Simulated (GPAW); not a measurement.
# A GW chain in GPAW: NiO2 (P-3m1)

How does a plane-wave GW calculation on NiO2 (P-3m1) run from the first input to the gap?

Program: GPAW 26.7.0. Level of theory: LDA and many-body steps on it, plane waves. Results are calculated unless marked as measured.

Report form: the programs' logs are mostly left out.

### Step 1. Set-up

The structure is trigonal, space group P-3m1 (No. 164). Conventional cell: a = 2.799 Å, b = 2.799 Å, c = 4.618 Å, α = 90.00°, β = 90.00°, γ = 120.00°. Ni has 6 O at 1.88 Å nearest. O has 3 Ni at 1.88 Å nearest. Farther neighbours and most contacts between anions are not listed.

As a file:

```
Ni O
1.0
     2.79878    0.00000    0.00000
    -1.39939    2.42382    0.00000
     0.00000    0.00000    4.61827
Ni O
1 2
Direct
  0.00000 0.00000 0.50000
  0.66667 0.33333 0.70604
  0.33333 0.66667 0.29396
```

The cell and positions are those that the Materials Project relaxed with its own functionals (PBE, PBE+U or r2SCAN), kept fixed.

### Step 2. Ground state

This step: GPAW 26.7.0; DFT, LDA, plane waves, PAW.

The ground-state density comes first.

The input, run.py:

```python
import json
import numpy as np
from gpaw.mpi import world
from ase import Atoms
from gpaw import GPAW, PW, FermiDirac

atoms = Atoms(['Ni', 'O', 'O'],
    cell=[[2.7987818650, 0.0000000000, 0.0000000000],
      [-1.3993909325, 2.4238161948, 0.0000000000],
      [0.0000000000, 0.0000000000, 4.6182730000]],
    scaled_positions=[[0.0000000000, 0.0000000000, 0.5000000000],
      [0.6666666667, 0.3333333333, 0.7060390000],
      [0.3333333333, 0.6666666667, 0.2939610000]],
    pbc=(True, True, True))
calc = GPAW(mode=PW(600),
    xc='LDA',
    kpts={'size': (9, 9, 6), 'gamma': True},
    occupations=FermiDirac(0.001),
    nbands=-7,
    convergence={'density': 1e-6, 'bands': -3},
    maxiter=100,
    txt='gs.txt')
atoms.calc = calc
res = {'energy': atoms.get_potential_energy()}
kpts = calc.get_ibz_k_points()
res['kpts'] = kpts
res['eigenvalues'] = [calc.get_eigenvalues(kpt=k) for k in range(len(kpts))]
res['n_electrons'] = calc.get_number_of_electrons()
calc.write('gs.gpw')

if world.rank == 0:
    with open('result.json', 'w') as f:
        json.dump(res, f, default=lambda x: x.tolist())
```

Run with:

```console
$ mpirun -n 4 gpaw python run.py
```

It took 8 s on 4 MPI ranks of Intel Xeon Platinum 8375C at 2.90GHz (Ice Lake), shared host; peak memory 0.67 GiB.

Numbers from this step:

| Item | Value |
| --- | --- |
| total energy | -22.23 eV |
| gap | 0.9559 eV |
| k of the valence top | 0.1111, 0, 0.5 |
| k of the conduction bottom | 0.3333, 0, 0.3333 |
| least direct gap | 1.120 eV |

The gap is indirect, with the least direct gap 0.16 eV higher.

### Step 3. Bands along the symmetry lines

The cheap functional maps the bands first; the places of the edges decide which points the dearer methods must see.

The input, run.py:

```python
import json
import numpy as np
from gpaw.mpi import world
from gpaw import GPAW

path = [[0.000000, 0.000000, 0.000000],
    [0.062500, 0.000000, 0.000000],
    [0.125000, 0.000000, 0.000000],
    [0.187500, 0.000000, 0.000000],
    [0.250000, 0.000000, 0.000000],
    [0.312500, 0.000000, 0.000000],
    [0.375000, 0.000000, 0.000000],
    [0.437500, 0.000000, 0.000000],
    [0.500000, 0.000000, 0.000000],
    [0.479167, 0.041667, 0.000000],
    [0.458333, 0.083333, 0.000000],
    [0.437500, 0.125000, 0.000000],
    [0.416667, 0.166667, 0.000000],
    [0.395833, 0.208333, 0.000000],
    [0.375000, 0.250000, 0.000000],
    [0.354167, 0.291667, 0.000000],
    [0.333333, 0.333333, 0.000000],
    [0.291667, 0.291667, 0.000000],
    [0.250000, 0.250000, 0.000000],
    [0.208333, 0.208333, 0.000000],
    [0.166667, 0.166667, 0.000000],
    [0.125000, 0.125000, 0.000000],
    [0.083333, 0.083333, 0.000000],
    [0.041667, 0.041667, 0.000000],
    [0.000000, 0.000000, 0.000000],
    [0.000000, 0.000000, 0.062500],
    [0.000000, 0.000000, 0.125000],
    [0.000000, 0.000000, 0.187500],
    [0.000000, 0.000000, 0.250000],
    [0.000000, 0.000000, 0.312500],
    [0.000000, 0.000000, 0.375000],
    [0.000000, 0.000000, 0.437500],
    [0.000000, 0.000000, 0.500000],
    [0.062500, 0.000000, 0.500000],
    [0.125000, 0.000000, 0.500000],
    [0.187500, 0.000000, 0.500000],
    [0.250000, 0.000000, 0.500000],
    [0.312500, 0.000000, 0.500000],
    [0.375000, 0.000000, 0.500000],
    [0.437500, 0.000000, 0.500000],
    [0.500000, 0.000000, 0.500000],
    [0.479167, 0.041667, 0.500000],
    [0.458333, 0.083333, 0.500000],
    [0.437500, 0.125000, 0.500000],
    [0.416667, 0.166667, 0.500000],
    [0.395833, 0.208333, 0.500000],
    [0.375000, 0.250000, 0.500000],
    [0.354167, 0.291667, 0.500000],
    [0.333333, 0.333333, 0.500000],
    [0.291667, 0.291667, 0.500000],
    [0.250000, 0.250000, 0.500000],
    [0.208333, 0.208333, 0.500000],
    [0.166667, 0.166667, 0.500000],
    [0.125000, 0.125000, 0.500000],
    [0.083333, 0.083333, 0.500000],
    [0.041667, 0.041667, 0.500000],
    [0.000000, 0.000000, 0.500000],
    [0.500000, 0.000000, 0.500000],
    [0.500000, 0.000000, 0.437500],
    [0.500000, 0.000000, 0.375000],
    [0.500000, 0.000000, 0.312500],
    [0.500000, 0.000000, 0.250000],
    [0.500000, 0.000000, 0.187500],
    [0.500000, 0.000000, 0.125000],
    [0.500000, 0.000000, 0.062500],
    [0.500000, 0.000000, 0.000000],
    [0.333333, 0.333333, 0.500000],
    [0.333333, 0.333333, 0.437500],
    [0.333333, 0.333333, 0.375000],
    [0.333333, 0.333333, 0.312500],
    [0.333333, 0.333333, 0.250000],
    [0.333333, 0.333333, 0.187500],
    [0.333333, 0.333333, 0.125000],
    [0.333333, 0.333333, 0.062500],
    [0.333333, 0.333333, 0.000000]]
calc = GPAW('gs.gpw').fixed_density(kpts=path,
    symmetry='off',
    nbands=24,
    convergence={'bands': 20},
    txt='bands.txt')
res = {}
kpts = calc.get_ibz_k_points()
res['kpts'] = kpts
res['eigenvalues'] = [calc.get_eigenvalues(kpt=k) for k in range(len(kpts))]
res['n_electrons'] = calc.get_number_of_electrons()

if world.rank == 0:
    with open('result.json', 'w') as f:
        json.dump(res, f, default=lambda x: x.tolist())
```

Run with:

```console
$ mpirun -n 4 gpaw python run.py
```

Run time: 7.1 s. Hardware: 4 MPI ranks; peak memory 0.72 GiB.

Numbers from this step:

| Property | Result |
| --- | --- |
| gap | 1.007 eV |
| k of the valence top | 0.125, 0, 0.5 |
| k of the conduction bottom | 0.25, 0, 0.5 |
| least direct gap | 1.299 eV |

The gap is 1.007 eV, +0.051 eV from the run before at this level.

The electronic bands at the labelled points (eV, zero at the top of the highest filled band):

```csv
point,band 11,band 12,band 13,band 14,band 15,band 16,band 17,band 18
Γ,-1.19,-1.19,-0.87,-0.43,2.16,2.16,7.37,10.74
halfway,-1.57,-0.88,-0.77,-0.48,1.19,1.95,9.60,13.01
M,-2.32,-1.73,-1.68,-1.03,1.53,2.11,12.11,12.98
halfway,-2.56,-1.69,-1.30,-0.67,1.42,1.60,13.03,13.26
K,-2.87,-1.82,-0.74,-0.74,1.25,1.25,13.55,14.49
halfway,-1.50,-1.34,-0.68,-0.31,1.40,1.50,10.21,13.74
Γ,-1.19,-1.19,-0.87,-0.43,2.16,2.16,7.37,10.74
halfway,-1.58,-1.21,-1.21,-0.19,2.18,2.18,8.08,10.53
A,-2.15,-1.23,-1.23,-0.11,2.20,2.20,9.52,9.56
halfway,-1.52,-1.14,-0.85,-0.32,1.01,1.92,10.67,11.50
L,-1.73,-1.71,-1.68,-1.11,1.53,2.02,11.34,12.50
halfway,-2.36,-1.70,-1.18,-0.82,1.57,1.70,12.15,13.27
H,-3.15,-1.80,-0.85,-0.84,1.55,1.55,13.16,14.41
halfway,-1.48,-1.31,-0.65,-0.48,1.08,1.67,11.02,12.02
A,-2.15,-1.23,-1.23,-0.11,2.20,2.20,9.52,9.56
jump to L,-1.73,-1.71,-1.68,-1.11,1.53,2.02,11.34,12.50
halfway,-2.03,-1.73,-1.67,-1.06,1.54,2.06,11.62,12.74
M,-2.32,-1.73,-1.68,-1.03,1.53,2.11,12.11,12.98
jump to H,-3.15,-1.80,-0.85,-0.84,1.55,1.55,13.16,14.41
halfway,-3.00,-1.81,-0.80,-0.79,1.40,1.40,13.36,14.53
K,-2.87,-1.82,-0.74,-0.74,1.25,1.25,13.55,14.49
```

### Step 4. Empty states on the mesh, 6×6×4 mesh, 153 bands

The sums over transitions need many empty states on a uniform mesh; this step solves for them.

The input, run.py:

```python
import json
import numpy as np
from gpaw.mpi import world
from gpaw import GPAW

calc = GPAW('gs.gpw').fixed_density(kpts={'size': (6, 6, 4), 'gamma': True},
    parallel={'domain': 1, 'band': 1},
    txt='nscf.txt')
calc.diagonalize_full_hamiltonian(nbands=153)
calc.write('full.gpw', mode='all')
res = {}
kpts = calc.get_ibz_k_points()
res['kpts'] = kpts
res['eigenvalues'] = [calc.get_eigenvalues(kpt=k) for k in range(len(kpts))]
res['n_electrons'] = calc.get_number_of_electrons()

if world.rank == 0:
    with open('result.json', 'w') as f:
        json.dump(res, f, default=lambda x: x.tolist())
```

Run with:

```console
$ mpirun -n 4 gpaw python run.py
```

The job ended after 9.5 s (4 MPI ranks; peak memory 1.2 GiB).

Numbers from this step:

```
gap                                                           : 0.9972 eV
k of the valence top                                          : 0.1667, 0, 0.5
k of the conduction bottom                                    : 0.3333, 0, 0.25
least direct gap                                              : 1.412 eV
k points computed                                             : 24
lowest point of the top converged band, above the valence top : 145.9721 eV
```

On this mesh the gap is 0.997 eV. The earlier step found 0.956 eV, so this mesh misses an edge.

### Step 5. Screening and self-energy, 6×6×4 mesh, 66 bands, screening to 96 eV

Now the one-shot GW correction: screening in the RPA, then the self-energy of the levels asked for.

This step: G0W0 on LDA, plane waves, PAW.

The input, run.py:

```python
import json
import numpy as np
from gpaw.mpi import world
from gpaw.response.g0w0 import G0W0

gw = G0W0('full.gpw',
    filename='gw',
    kpts=[0, 6, 12],
    bands=(12, 16),
    ecut=96,
    nbands=66,
    integrate_gamma='WS',
    ppa=True)
gw.calculate()
res = {mode: {k: v for k, v in r.items() if k != 'sigma_eskwn'}
       for mode, r in gw.all_results.items()}

if world.rank == 0:
    with open('result.json', 'w') as f:
        json.dump(res, f, default=lambda x: x.tolist())
```

Run with:

```console
$ mpirun -n 4 gpaw python run.py
```

The job ended after 49 s (4 MPI ranks; peak memory 1.4 GiB; 3.3 min of CPU time).

This step gave:

```
G0W0 gap on the points computed              : 2.039 eV
least direct G0W0 gap on the computed points : 2.453 eV
Z at the valence top                         : 0.7007
Z at the conduction bottom                   : 0.7123
starting gap on the mesh                     : 0.9972 eV
k of the valence top                         : 0.1667, 0, 0.5
k of the conduction bottom                   : 0.3333, 0, 0.25
```

The gap on the mesh goes from 1.00 eV to 2.04 eV, a correction of +1.04 eV. The start differs from the 0.96 eV found before because the two sample other k points.

Limits: finite bands, cutoff and mesh; no spin polarisation; d states lean on the start; coarse k mesh. v1 is the top filled band, c1 the lowest empty one. The levels before and after the correction (eV, zero at the valence-band top of each column):

```csv
,conduction bottom,valence top
Kohn-Sham,1.00,0.00
G0W0,2.04,0.00
```

```csv
,level,energy (eV)
Kohn-Sham,(0.167 0 0.5) v2,-0.814
Kohn-Sham,(0.167 0 0.5) v1,0.000
Kohn-Sham,(0.167 0 0.5) c1,1.412
Kohn-Sham,(0.167 0 0.5) c2,2.038
Kohn-Sham,(0.333 0 0.25) v2,-1.103
Kohn-Sham,(0.333 0 0.25) v1,-0.465
Kohn-Sham,(0.333 0 0.25) c1,0.997
Kohn-Sham,(0.333 0 0.25) c2,1.977
G0W0,(0.167 0 0.5) v2,-0.808
G0W0,(0.167 0 0.5) v1,0.000
G0W0,(0.167 0 0.5) c1,2.453
G0W0,(0.167 0 0.5) c2,3.148
G0W0,(0.333 0 0.25) v2,-1.095
G0W0,(0.333 0 0.25) v1,-0.468
G0W0,(0.333 0 0.25) c1,2.039
G0W0,(0.333 0 0.25) c2,3.077
```

### Step 6. Where the time went

Times are wall times on 4 MPI ranks of Intel Xeon Platinum 8375C at 2.90GHz (Ice Lake), shared host, good to a factor of about two.

```csv
step,time,share,memory (GiB)
ground state,8 s,11 %,0.67
bands along the symmetry lines,7.1 s,10 %,0.72
empty states on the mesh,9.5 s,13 %,1.2
screening and self-energy,49 s,67 %,1.4
```

### Step 7. Outcome

| Item | Value |
| --- | --- |
| LDA gap | 0.96 eV, indirect |
| G0W0 gap on the mesh | 2.04 eV |
| G0W0 gap over the zone (rigid shift) | 2.00 eV |
| GW settings | 6×6×4 mesh, 66 bands, screening to 96 eV, Godby-Needs plasmon pole |
| known limits | not at the basis limit; no spin polarisation; d states lean on the start; coarse k mesh |

G0W0 moves the gap on the mesh from 1.00 eV to 2.04 eV (+1.04 eV), with Z of 0.70 and 0.71 at the edges. The mesh misses the band edges by 0.04 eV in all; a rigid shift gives 2.00 eV for the zone. Only 3 of the mesh's irreducible points were corrected, so a valley elsewhere could overtake. The dearest step here is «screening and self-energy». Bands and cutoff are finite, so the gap is not at the basis limit. The miss can reach some tenths of an eV and take either sign; the mesh is an error of its own. These stock PAW sets were not made for GW. In the G0W0 run levels were corrected at 3 k points alone, so a gap called «on the mesh» is the least over those, and an edge elsewhere would be missed. The 6×6×4 mesh is coarse for this cell, which bears on the long-range parts of exchange and screening. The runs have no spin polarisation. For a closed low-spin shell that is the natural state; where a d or f shell is open it is a constraint, and the gap is then not the crystal's own. With d states at the gap, one-shot GW leans hard on its start.

[Paths, hosts, dates, memory and timing lines, banners, echoed tables and standing remarks are left out of the program output.]

[Logs are printed without paths, hosts, clocks, repeated set-up lines and the standing remarks that a program may print on its own settings, such as how far it seeks lower states.]

[Runs of the session that timed out or met a known fault of the program may be left out.]

[Hosts, paths, dates, database ids (printed as entryN), source tags and the programs' standing remarks are cut or masked in the printed files.]
